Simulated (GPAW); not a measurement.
The B K edge of atom 2 in ZrB2 (P6/mmm), with 3 B at 1.83 Å (trigonal planar, site symmetry -6m2), was computed in 2 ways: excited-electron core hole (neutral cell) and no core hole. Program and functional: GPAW, LDA, Gaussian full width 0.9 eV up to 4 eV, rising linearly to 3.5 eV at 25 eV; cells of 3 and 18 atoms (the run without a hole in the smaller).

Each run is counted from its own lowest empty level or Fermi level and scaled to a mean of 1 over its first 20 eV.

```tsv
E (eV)	run 1	run 2
-2.0	0.00	0.00
-1.0	0.00	0.00
0.0	0.13	0.34
1.0	0.43	0.93
2.0	0.56	0.77
3.0	0.53	1.10
4.0	0.67	1.34
5.0	0.63	1.83
6.0	1.10	1.46
7.0	1.18	1.50
8.0	1.27	1.63
9.0	1.21	1.66
10.0	1.40	1.38
11.0	1.63	1.07
12.0	1.51	0.98
13.0	1.46	0.87
14.0	1.39	0.77
15.0	1.36	0.70
16.0	1.33	0.52
17.0	0.96	0.34
18.0	0.58	0.30
19.0	0.46	0.34
20.0	0.45	0.40
21.0	0.46	0.46
22.0	0.51	0.57
23.0	0.62	0.69
24.0	0.74	0.74
25.0	0.84	0.71
26.0	0.87	0.62
27.0	0.81	0.52
28.0	0.70	0.45
29.0	0.62	0.44
30.0	0.62	0.46
31.0	0.62	0.46
```

**Question.** Which run is which?

Run 1: no core hole (area from −2 to 6 eV 3.4, main maxima 1.8 eV (0.57), 4.3 eV (0.69), 8.0 eV (1.27), 11.1 eV (1.63) and 15.5 eV (1.38)). Run 2: excited-electron core hole (neutral cell) (area from −2 to 6 eV 7.1, main maxima 1.2 eV (0.96), 5.0 eV (1.83) and 8.7 eV (1.67)). With each curve scaled to its own mean, the area from −2 to 6 eV with the hole is 7.1 against 3.4, and the centre of weight from −1 to 20 eV moves by -2.4 eV: the hole pulls the absorber's empty states down.

[Banner, clock and machine lines of the logs are left out without a mark of their own.]

[Logs are printed without paths, hosts, clocks, repeated set-up lines and the standing remarks that a program may print on its own settings, such as how far it seeks lower states.]

[Hosts, paths, dates, database ids (printed as entryN), source tags and the programs' standing remarks are cut or masked in the printed files.]

[Lists of maxima count a maximum above −3 eV only where it reaches 4 % of the highest in the window and stands out from its surroundings by 2 % of it (1.5 % where it reaches 55 %); shoulders and weaker maxima are passed over, and of the rest the first, up to two pre-edge ones and the few strongest are named.]
